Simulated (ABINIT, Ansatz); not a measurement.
# CdS (Hawleyite): G0W0 with ABINIT, start to end, part 2 of 3

Wanted: ground state, empty states, screening and self-energy for CdS (Hawleyite).

ABINIT 10.8.3; PBE and many-body steps on it, plane waves. Known limits of the many-body steps: short of the basis limit; no spin-orbit coupling; coarse k mesh.

So far. Step 2 (Ground state): The gap is direct, at Γ.

**3. Bands along the symmetry lines**

Level of this step: DFT, PBE, plane waves, norm-conserving pseudopotentials (ABINIT).

The cheap functional maps the bands first; the places of the edges decide which points the dearer methods must see.

The input, run.abi:

```
acell 3*1.0 Angstrom
rprim 
  -0.000000000000 2.916500000000 2.916500000000
  2.916500000000 -0.000000000000 2.916500000000
  2.916500000000 2.916500000000 -0.000000000000
ntypat 2
znucl 48 16
natom 2
typat 1 2
xred 
  0.000000000000 0.000000000000 0.000000000000
  0.250000000000 0.250000000000 0.250000000000
pp_dirpath "pseudos"
pseudos "Cd.upf, S.upf"
ecut 47
iscf -2
irdden 1
kptopt 0
nkpt 50
kpt 
  0.00000000 0.00000000 0.00000000
  -0.06250000 -0.06250000 0.00000000
  -0.12500000 -0.12500000 0.00000000
  -0.18750000 -0.18750000 0.00000000
  -0.25000000 -0.25000000 0.00000000
  -0.31250000 -0.31250000 0.00000000
  -0.37500000 -0.37500000 0.00000000
  -0.43750000 -0.43750000 0.00000000
  -0.50000000 -0.50000000 0.00000000
  -0.48437500 -0.48437500 0.03125000
  -0.46875000 -0.46875000 0.06250000
  -0.45312500 -0.45312500 0.09375000
  -0.43750000 -0.43750000 0.12500000
  -0.42187500 -0.42187500 0.15625000
  -0.40625000 -0.40625000 0.18750000
  -0.39062500 -0.39062500 0.21875000
  -0.37500000 -0.37500000 0.25000000
  -0.37500000 0.00000000 0.37500000
  -0.32812500 0.00000000 0.32812500
  -0.28125000 0.00000000 0.28125000
  -0.23437500 0.00000000 0.23437500
  -0.18750000 0.00000000 0.18750000
  -0.14062500 0.00000000 0.14062500
  -0.09375000 0.00000000 0.09375000
  -0.04687500 0.00000000 0.04687500
  0.00000000 0.00000000 0.00000000
  0.00000000 0.00000000 0.06250000
  0.00000000 0.00000000 0.12500000
  0.00000000 0.00000000 0.18750000
  0.00000000 0.00000000 0.25000000
  0.00000000 0.00000000 0.31250000
  0.00000000 0.00000000 0.37500000
  0.00000000 0.00000000 0.43750000
  0.00000000 0.00000000 0.50000000
  -0.06250000 -0.03125000 0.46875000
  -0.12500000 -0.06250000 0.43750000
  -0.18750000 -0.09375000 0.40625000
  -0.25000000 -0.12500000 0.37500000
  -0.31250000 -0.15625000 0.34375000
  -0.37500000 -0.18750000 0.31250000
  -0.43750000 -0.21875000 0.28125000
  -0.50000000 -0.25000000 0.25000000
  -0.50000000 -0.28125000 0.21875000
  -0.50000000 -0.31250000 0.18750000
  -0.50000000 -0.34375000 0.15625000
  -0.50000000 -0.37500000 0.12500000
  -0.50000000 -0.40625000 0.09375000
  -0.50000000 -0.43750000 0.06250000
  -0.50000000 -0.46875000 0.03125000
  -0.50000000 -0.50000000 0.00000000
istwfk *1
nband 20
nbdbuf 2
tolwfr 1e-08
nstep 40
prtwf 0
prtvol 0
indata_prefix "in"
outdata_prefix "out"
tmpdata_prefix "tmp"
```

On the command line:

```console
$ OMP_NUM_THREADS=1 mpirun -n 4 abinit run.abi > log
```

Standard output:

```text
.Version 10.8.3 of ABINIT. v10.8.2 released Aug 2026.

 Symmetries : space group F-4 3 m (#216); Bravais cF (face-center cubic)
[... echo of the input left out ...]
== DATASET  1 ==================================================================
-   mpi_nproc: 4, omp_nthreads: 1 (-1 if OMP is not activated)

--- !DatasetInfo
iteration_state: {dtset: 1, }
dimensions: {natom: 2, nkpt: 50, mband: 20, nsppol: 1, nspinor: 1, nspden: 1, mpw: 5180, }
cutoff_energies: {ecut:  47.0, pawecutdg:  -1.0, }
electrons: {nelect:   2.60000000E+01, charge:   0.00000000E+00, occopt:   1.00000000E+00, tsmear:   1.00000000E-02, }

 Real(R)+Recip(G) space primitive vectors, cartesian coordinates (Bohr,Bohr^-1):
 R(1)=  0.0000000  5.5113862  5.5113862  G(1)= -0.0907213  0.0907213  0.0907213
 R(2)=  5.5113862  0.0000000  5.5113862  G(2)=  0.0907213 -0.0907213  0.0907213
 R(3)=  5.5113862  5.5113862  0.0000000  G(3)=  0.0907213  0.0907213 -0.0907213
 Unit cell volume ucvol=  3.3482088E+02 bohr^3
 Angles (23,13,12)=  6.00000000E+01  6.00000000E+01  6.00000000E+01 degrees

 getcut: wavevector=  0.0000  0.0000  0.0000  ngfft=  50  50  50
         ecut(hartree)=     47.000   => boxcut(ratio)=   2.07948

--- Pseudopotential description ------------------------------------------------
- Cd Generated using ONCVPSP code by D. R. Hamann
- 48.00000  20.00000  171031                  znucl, zion, pspdat
12 -101130 2 -1 1368                          pspcod,pspxc,lmax,lloc,mmax
     nproj     2     2     2
  pspatm : epsatm=   23.16453630
         --- l  ekb(1:nproj) -->
             0   51.917189    3.534234
             1    8.636196    1.282240
             2    0.687672   -0.678465
 pspatm: atomic psp has been read  and splines computed

- S Generated using ONCVPSP code by D. R. Hamann
- 16.00000   6.00000  171031                  znucl, zion, pspdat
12 -101130 2 -1 1146                          pspcod,pspxc,lmax,lloc,mmax
     nproj     2     2     2
  pspatm : epsatm=    9.01821529
         --- l  ekb(1:nproj) -->
[...]
pspatm: atomic psp has been read  and splines computed

--------------------------------------------------------------------------------

================================================================================
 prteigrs : about to open file out_EIG
 Non-SCF case, kpt    1 (  0.00000  0.00000  0.00000), residuals and eigenvalues=
  2.71E-09  8.13E-10  6.41E-09  9.42E-09  9.50E-09  1.53E-09  2.58E-09  6.69E-09
  1.68E-09  7.04E-09  1.61E-09  3.16E-09  8.68E-09  4.34E-09  2.24E-09  2.33E-09
  3.32E-09  9.32E-09  1.44E-08  6.84E-09
 -3.5644E+00 -2.1335E+00 -2.1335E+00 -2.1335E+00 -2.9393E-01 -1.2336E-01
 -1.2336E-01 -1.2336E-01 -1.0576E-01 -1.0576E-01  1.6045E-01  1.6045E-01
  1.6045E-01  2.0252E-01  4.0047E-01  4.0047E-01  4.0047E-01  5.7871E-01
  5.7871E-01  5.8125E-01
 Non-SCF case, kpt    2 ( -0.06250 -0.06250  0.00000), residuals and eigenvalues=
[...]
8.63E-09  9.21E-09  5.08E-07  7.14E-09
[...]
5.7949E-01  5.9359E-01
 Non-SCF case, kpt    3 ( -0.12500 -0.12500  0.00000), residuals and eigenvalues=
[...]
9.82E-09  5.91E-09  7.00E-07  2.45E-05
[...]
5.8178E-01  6.2573E-01
[...]
Non-SCF case, kpt   49 ( -0.50000 -0.46875  0.03125), residuals and eigenvalues=
[...]
6.0945E-01  6.4764E-01
 Non-SCF case, kpt   50 ( -0.50000 -0.50000  0.00000), residuals and eigenvalues=
[...]
-1.1053E-01 -1.1053E-01 -1.0256E-01 -8.9412E-02  1.5419E-02  9.1543E-02
  9.1543E-02  2.9122E-01  3.2049E-01  4.9848E-01  5.5635E-01  5.5635E-01
  6.0497E-01  6.4777E-01

--- !ResultsGS
iteration_state: {dtset: 1, }
comment   : Summary of ground state results
lattice_vectors:
- [ -0.0000000,   5.5113862,   5.5113862, ]
- [  5.5113862,  -0.0000000,   5.5113862, ]
- [  5.5113862,   5.5113862,  -0.0000000, ]
lattice_lengths: [   7.79428,    7.79428,    7.79428, ]
lattice_angles: [ 60.000,  60.000,  60.000, ] # degrees, (23, 13, 12)
lattice_volume:   3.3482088E+02
convergence: {deltae:  0.000E+00, res2:  0.000E+00, residm:  9.999E-09, diffor:  0.000E+00, }
etotal    :  -1.86417562E+02
entropy   :   0.00000000E+00
fermie    :   1.60449132E-01
cartesian_stress_tensor: null
pressure_GPa: null
xred      :
- [  0.0000E+00,   0.0000E+00,   0.0000E+00, Cd]
- [  2.5000E-01,   2.5000E-01,   2.5000E-01,  S]
cartesian_forces: null
force_length_stats: {min: null, max: null, mean: null, }

 Integrated electronic density in atomic spheres:
 ------------------------------------------------
 Atom  Sphere_radius  Integrated_density
[...]
================================================================================

 ----iterations are completed or convergence reached----

 Mean square residual over all n,k,spin=   49.830E-10; max=  99.989E-10
 reduced coordinates (array xred) for    2 atoms
       0.000000      0.000000      0.000000
       0.250000      0.250000      0.250000

 cartesian coordinates (angstrom) at end:
[...]
length scales=  1.889726  1.889726  1.889726 bohr
              =  1.000000  1.000000  1.000000 angstroms
 prteigrs : about to open file out_EIG
 Eigenvalues (hartree) for nkpt=  50  k points:
 kpt#   1, nband= 20, wtk=  1.00000, kpt=  0.0000  0.0000  0.0000 (reduced coord)
[...]
kpt#   2, nband= 20, wtk=  1.00000, kpt= -0.0625 -0.0625  0.0000 (reduced coord)
[...]
kpt#   3, nband= 20, wtk=  1.00000, kpt= -0.1250 -0.1250  0.0000 (reduced coord)
[...]
kpt#  49, nband= 20, wtk=  1.00000, kpt= -0.5000 -0.4687  0.0313 (reduced coord)
[...]
0.54874    0.55682    0.60945    0.64764
 kpt#  50, nband= 20, wtk=  1.00000, kpt= -0.5000 -0.5000  0.0000 (reduced coord)
  -3.56438   -2.13353   -2.13352   -2.13352   -0.27338   -0.11552   -0.11053   -0.11053
  -0.10256   -0.08941    0.01542    0.09154    0.09154    0.29122    0.32049    0.49848
   0.55635    0.55635    0.60497    0.64777

== END DATASET(S) ==============================================================
================================================================================

 -outvars: echo values of variables after computation  --------
            nband          20
             nkpt          50
          spgroup         216
 [... the other variables as echoed above ...]

 Calculation completed.
```

It took 36 s on 4 MPI ranks of Intel Xeon Platinum 8259CL at 2.50GHz (Skylake/Cascade Lake), shared host; peak memory 0.38 GiB.

This step gave:

```
gap                        : 1.145 eV
k of the valence top       : 0, 0, 0
k of the conduction bottom : 0, 0, 0
least direct gap           : 1.145 eV
```

The gap is 1.145 eV, as in the run before at this level.

Electronic bands along the path, in eV, zero at the top of the highest filled band:

| point | band 10 | band 11 | band 12 | band 13 | band 14 | band 15 | band 16 | band 17 |
| --- | --- | --- | --- | --- | --- | --- | --- | --- |
| Γ | -7.24 | 0.00 | 0.00 | 0.00 | 1.14 | 6.53 | 6.53 | 6.53 |
| halfway | -7.20 | -2.31 | -1.02 | -1.02 | 3.59 | 4.82 | 8.12 | 8.12 |
| X | -6.80 | -3.95 | -1.88 | -1.88 | 3.56 | 4.35 | 9.20 | 10.77 |
| halfway | -6.74 | -3.94 | -2.15 | -1.78 | 3.85 | 4.66 | 8.94 | 10.01 |
| U | -6.67 | -3.93 | -2.53 | -1.52 | 4.24 | 5.45 | 8.48 | 9.01 |
| jump to K | -6.67 | -3.93 | -2.53 | -1.52 | 4.24 | 5.45 | 8.48 | 9.01 |
| halfway | -7.19 | -2.75 | -1.36 | -0.42 | 3.61 | 6.10 | 6.75 | 7.27 |
| Γ | -7.24 | 0.00 | 0.00 | 0.00 | 1.14 | 6.53 | 6.53 | 6.53 |
| halfway | -7.24 | -2.49 | -0.40 | -0.40 | 2.78 | 6.28 | 7.03 | 7.03 |
| L | -6.86 | -4.39 | -0.75 | -0.75 | 3.01 | 7.00 | 7.00 | 7.46 |
| halfway | -6.75 | -4.11 | -1.93 | -1.22 | 4.38 | 5.81 | 7.21 | 8.35 |
| W | -6.61 | -3.89 | -2.26 | -2.18 | 5.42 | 5.43 | 7.23 | 8.04 |
| halfway | -6.70 | -3.92 | -2.08 | -2.03 | 4.26 | 4.83 | 8.67 | 8.94 |
| X | -6.80 | -3.95 | -1.88 | -1.88 | 3.56 | 4.35 | 9.20 | 10.77 |

**4. Empty states on the mesh, 4×4×4 mesh, 51 bands**

The sums over transitions need many empty states on a uniform mesh; this step solves for them.

The input, run.abi:

```
acell 3*1.0 Angstrom
rprim 
  -0.000000000000 2.916500000000 2.916500000000
  2.916500000000 -0.000000000000 2.916500000000
  2.916500000000 2.916500000000 -0.000000000000
ntypat 2
znucl 48 16
natom 2
typat 1 2
xred 
  0.000000000000 0.000000000000 0.000000000000
  0.250000000000 0.250000000000 0.250000000000
pp_dirpath "pseudos"
pseudos "Cd.upf, S.upf"
ecut 47
ngkpt 4 4 4
nshiftk 1
shiftk 0 0 0
kptopt 1
chksymbreak 0
iscf -2
irdden 1
istwfk *1
nband 51
nbdbuf 4
tolwfr 1e-09
nstep 60
prtvol 0
indata_prefix "in"
outdata_prefix "out"
tmpdata_prefix "tmp"
```

Standard output:

```text
.Version 10.8.3 of ABINIT. v10.8.2 released Aug 2026.

 Symmetries : space group F-4 3 m (#216); Bravais cF (face-center cubic)
[... echo of the input left out ...]
== DATASET  1 ==================================================================
-   mpi_nproc: 4, omp_nthreads: 1 (-1 if OMP is not activated)

--- !DatasetInfo
iteration_state: {dtset: 1, }
dimensions: {natom: 2, nkpt: 8, mband: 51, nsppol: 1, nspinor: 1, nspden: 1, mpw: 5180, }
cutoff_energies: {ecut:  47.0, pawecutdg:  -1.0, }
electrons: {nelect:   2.60000000E+01, charge:   0.00000000E+00, occopt:   1.00000000E+00, tsmear:   1.00000000E-02, }

 Real(R)+Recip(G) space primitive vectors, cartesian coordinates (Bohr,Bohr^-1):
 R(1)=  0.0000000  5.5113862  5.5113862  G(1)= -0.0907213  0.0907213  0.0907213
 R(2)=  5.5113862  0.0000000  5.5113862  G(2)=  0.0907213 -0.0907213  0.0907213
 R(3)=  5.5113862  5.5113862  0.0000000  G(3)=  0.0907213  0.0907213 -0.0907213
 Unit cell volume ucvol=  3.3482088E+02 bohr^3
 Angles (23,13,12)=  6.00000000E+01  6.00000000E+01  6.00000000E+01 degrees

 getcut: wavevector=  0.0000  0.0000  0.0000  ngfft=  50  50  50
         ecut(hartree)=     47.000   => boxcut(ratio)=   2.07948

--- Pseudopotential description ------------------------------------------------
- Cd Generated using ONCVPSP code by D. R. Hamann
- 48.00000  20.00000  171031                  znucl, zion, pspdat
12 -101130 2 -1 1368                          pspcod,pspxc,lmax,lloc,mmax
     nproj     2     2     2
  pspatm : epsatm=   23.16453630
         --- l  ekb(1:nproj) -->
             0   51.917189    3.534234
             1    8.636196    1.282240
             2    0.687672   -0.678465
 pspatm: atomic psp has been read  and splines computed

- S Generated using ONCVPSP code by D. R. Hamann
- 16.00000   6.00000  171031                  znucl, zion, pspdat
12 -101130 2 -1 1146                          pspcod,pspxc,lmax,lloc,mmax
     nproj     2     2     2
  pspatm : epsatm=    9.01821529
         --- l  ekb(1:nproj) -->
[...]
pspatm: atomic psp has been read  and splines computed

--------------------------------------------------------------------------------

================================================================================
 prteigrs : about to open file out_EIG
 Non-SCF case, kpt    1 (  0.00000  0.00000  0.00000), residuals and eigenvalues=
  4.07E-10  1.99E-10  2.37E-10  4.00E-10  5.69E-10  7.84E-11  2.72E-10  7.40E-10
  2.32E-10  6.84E-10  3.70E-10  4.69E-10  6.67E-10  3.85E-10  2.29E-10  7.04E-10
  5.61E-10  3.96E-10  6.27E-10  8.23E-10  4.71E-10  4.69E-10  3.97E-10  6.99E-10
[...]
-3.5644E+00 -2.1335E+00 -2.1335E+00 -2.1335E+00 -2.9393E-01 -1.2336E-01
 -1.2336E-01 -1.2336E-01 -1.0576E-01 -1.0576E-01  1.6045E-01  1.6045E-01
  1.6045E-01  2.0252E-01  4.0047E-01  4.0047E-01  4.0047E-01  5.7871E-01
[...]
1.4562E+00  1.4562E+00  1.4987E+00  1.4987E+00  1.4987E+00  1.5132E+00
  1.6106E+00  1.6106E+00  1.6106E+00  1.6428E+00  1.6428E+00  1.6428E+00
[...]
prteigrs : prtvol=0 or 1, do not print more k-points.

--- !ResultsGS
iteration_state: {dtset: 1, }
comment   : Summary of ground state results
lattice_vectors:
- [ -0.0000000,   5.5113862,   5.5113862, ]
- [  5.5113862,  -0.0000000,   5.5113862, ]
- [  5.5113862,   5.5113862,  -0.0000000, ]
lattice_lengths: [   7.79428,    7.79428,    7.79428, ]
lattice_angles: [ 60.000,  60.000,  60.000, ] # degrees, (23, 13, 12)
lattice_volume:   3.3482088E+02
convergence: {deltae:  0.000E+00, res2:  0.000E+00, residm:  9.865E-10, diffor:  0.000E+00, }
etotal    :  -1.86417562E+02
entropy   :   0.00000000E+00
fermie    :   1.60449132E-01
cartesian_stress_tensor: null
pressure_GPa: null
xred      :
- [  0.0000E+00,   0.0000E+00,   0.0000E+00, Cd]
- [  2.5000E-01,   2.5000E-01,   2.5000E-01,  S]
cartesian_forces: null
force_length_stats: {min: null, max: null, mean: null, }

 Integrated electronic density in atomic spheres:
 ------------------------------------------------
 Atom  Sphere_radius  Integrated_density
[...]
================================================================================

 ----iterations are completed or convergence reached----

 Mean square residual over all n,k,spin=   44.917E-11; max=  98.647E-11
 reduced coordinates (array xred) for    2 atoms
[...]
0.250000      0.250000      0.250000

 cartesian coordinates (angstrom) at end:
    1      0.000000     0.000000     0.000000
    2      1.458250     1.458250     1.458250
 length scales=  1.889726  1.889726  1.889726 bohr
              =  1.000000  1.000000  1.000000 angstroms
 prteigrs : about to open file out_EIG
 Eigenvalues (hartree) for nkpt=   8  k points:
 kpt#   1, nband= 51, wtk=  0.01563, kpt=  0.0000  0.0000  0.0000 (reduced coord)
[...]
1.13906    1.13906    1.13906    1.40704    1.45615    1.45615    1.49870    1.49870
   1.49870    1.51317    1.61064    1.61064    1.61064    1.64280    1.64280    1.64280
   1.66692    1.66693    1.66693
 prteigrs : prtvol=0 or 1, do not print more k-points.

== END DATASET(S) ==============================================================
================================================================================

 -outvars: echo values of variables after computation  --------
            nband          51
             nkpt           8
          spgroup         216
 [... the other variables as echoed above ...]

 Calculation completed.
```

Elapsed: 23 s, on 4 MPI ranks; peak memory 0.35 GiB.

This step gave:

```yaml
gap: 1.145 eV
k_of_the_valence_top: 0, 0, 0
k_of_the_conduction_bottom: 0, 0, 0
least_direct_gap: 1.145 eV
k_points_computed: 8
lowest_point_of_the_top_converged_band_above_the_valence_top: 38.48 eV
```

On this mesh the gap is 1.145 eV.

**5. Screening, 4×4×4 mesh, 47 bands, screening to 98 eV**

The RPA dielectric matrix is built and inverted for each q.

This step: RPA screening on PBE, plane waves, norm-conserving pseudopotentials.

run.abi: that of step 4 with these lines changed.

```diff
@@ -20,10 +20,11 @@
 chksymbreak 0
-iscf -2
-irdden 1
 istwfk *1
-nband 51
-nbdbuf 4
-tolwfr 1e-09
-nstep 60
-prtvol 0
+occopt 1
+irdwfk 1
+optdriver 3
+nband 47
+ecuteps 3.6
+inclvkb 2
+awtr 1
+symchi 1
 indata_prefix "in"
```

Standard output:

```text
.Version 10.8.3 of ABINIT. v10.8.2 released Aug 2026.

 Symmetries : space group F-4 3 m (#216); Bravais cF (face-center cubic)
[... echo of the input left out ...]
== DATASET  1 ==================================================================
-   mpi_nproc: 4, omp_nthreads: 1 (-1 if OMP is not activated)

--- !DatasetInfo
iteration_state: {dtset: 1, }
dimensions: {natom: 2, nkpt: 8, mband: 47, nsppol: 1, nspinor: 1, nspden: 1, mpw: 5180, }
cutoff_energies: {ecut:  47.0, pawecutdg:  -1.0, }
electrons: {nelect:   2.60000000E+01, charge:   0.00000000E+00, occopt:   1.00000000E+00, tsmear:   1.00000000E-02, }

 SCREENING: Calculation of the susceptibility and dielectric matrices

 Based on a program developped by R.W. Godby, V. Olevano, G. Onida, and L. Reining.
 Incorporated in ABINIT by V. Olevano, G.-M. Rignanese, and M. Torrent.
.Using double precision arithmetic ; gwpc =  8

[... cell and pseudopotentials left out ...]
--------------------------------------------------------------------------------

 ==== K-mesh for the wavefunctions ====
 Number of points in the irreducible wedge :     8
[... list of points left out ...]
 Together with 24 symmetry operations and time-reversal symmetry
 yields    64 points in the full Brillouin Zone.

 ==== Q-mesh for the screening function ====
 Number of points in the irreducible wedge :     8
[... list of points left out ...]
 Together with 24 symmetry operations and time-reversal symmetry
 yields    64 points in the full Brillouin Zone.

 setmesh: FFT mesh size selected  =    32x   32x   32
          total number of points  =        32768

 vcoul_init : cutoff-mode = AUXILIARY_FUNCTION
 q-points for optical limit:   1
     1)      0.000010    0.000020    0.000030

- screening: taking advantage of time-reversal symmetry
- Maximum band index for partially occupied states nbvw = 13
- Remaining bands to be divided among processors   nbcw = 34
- Number of bands treated by each node ~8

 Number of electrons calculated from density =   26.0000; Expected =   26.0000
 average of density, n =  0.077653
 r_s =    1.4541
 omega_plasma =   26.8804 [eV]

 calculating chi0 at frequencies [eV] :
  1    0.000000E+00    0.000000E+00
  2    0.000000E+00    2.688042E+01

--------------------------------------------------------------------------------
  q-point number  1        q = ( 0.000000, 0.000000, 0.000000) [r.l.u.]
--------------------------------------------------------------------------------
[... chi0 elements left out ...]
 For q-point:  0.000010 0.000020 0.000030
  dielectric constant =  11.0416
  dielectric constant without local fields =  11.7271

  Average fulfillment of the sum rule on Im[epsilon] for q-point    1 :     35.11  [%]
[... wings left out ...]
  q-point number  2        q = ( 0.250000, 0.000000, 0.000000) [r.l.u.]
--------------------------------------------------------------------------------
[... chi0 elements left out ...]
  Average fulfillment of the sum rule on Im[epsilon] for q-point    2 :     49.95  [%]

 [... 6 further q-points ...]
```

The job ended after 19 s (4 MPI ranks; peak memory 0.79 GiB; 73 s of CPU time).

This step gave:

* ε∞ with local fields, on this mesh: 11.04
* ε∞ without local fields, on this mesh: 11.73
* plasma frequency: 26.88 eV
* plane waves in the screening matrix: 113

Local fields lower ε∞ by 6 %. On a Γ-centred mesh this coarse the value itself is usually too large, while a short band sum pulls it down.

(Continued in part 3 of 3.)

[Long decimals in the printed logs are rounded to 6 places.]

[Logs are printed without paths, hosts, clocks, repeated set-up lines and the standing remarks that a program may print on its own settings, such as how far it seeks lower states.]

[Paths, hosts, dates, memory and timing lines, banners, echoed tables and standing remarks are left out of the program output; an Ansatz launch command may be rebuilt from the run's recorded settings. Measured values are a selection of at most five: reports struck by readers or far from the other reports are left out. None is set beside runs whose start may be inverted or whose files or cutoffs have a known fault.]

[Runs of the session that timed out or met a known fault of the program may be left out.]

[Hosts, paths, dates, database ids (printed as entryN), source tags and the programs' standing remarks are cut or masked in the printed files.]

[G0W0 gaps are taken among the corrected bands and points alone; a level outside them can change the order at an edge.]

[Where Ansatz stands beside ABINIT at settings called matched, ABINIT's density can come from a denser mesh and the files from another edition; pairs whose starting gaps differed by over 0.03 eV were left out, so agreement reads better than it is.]
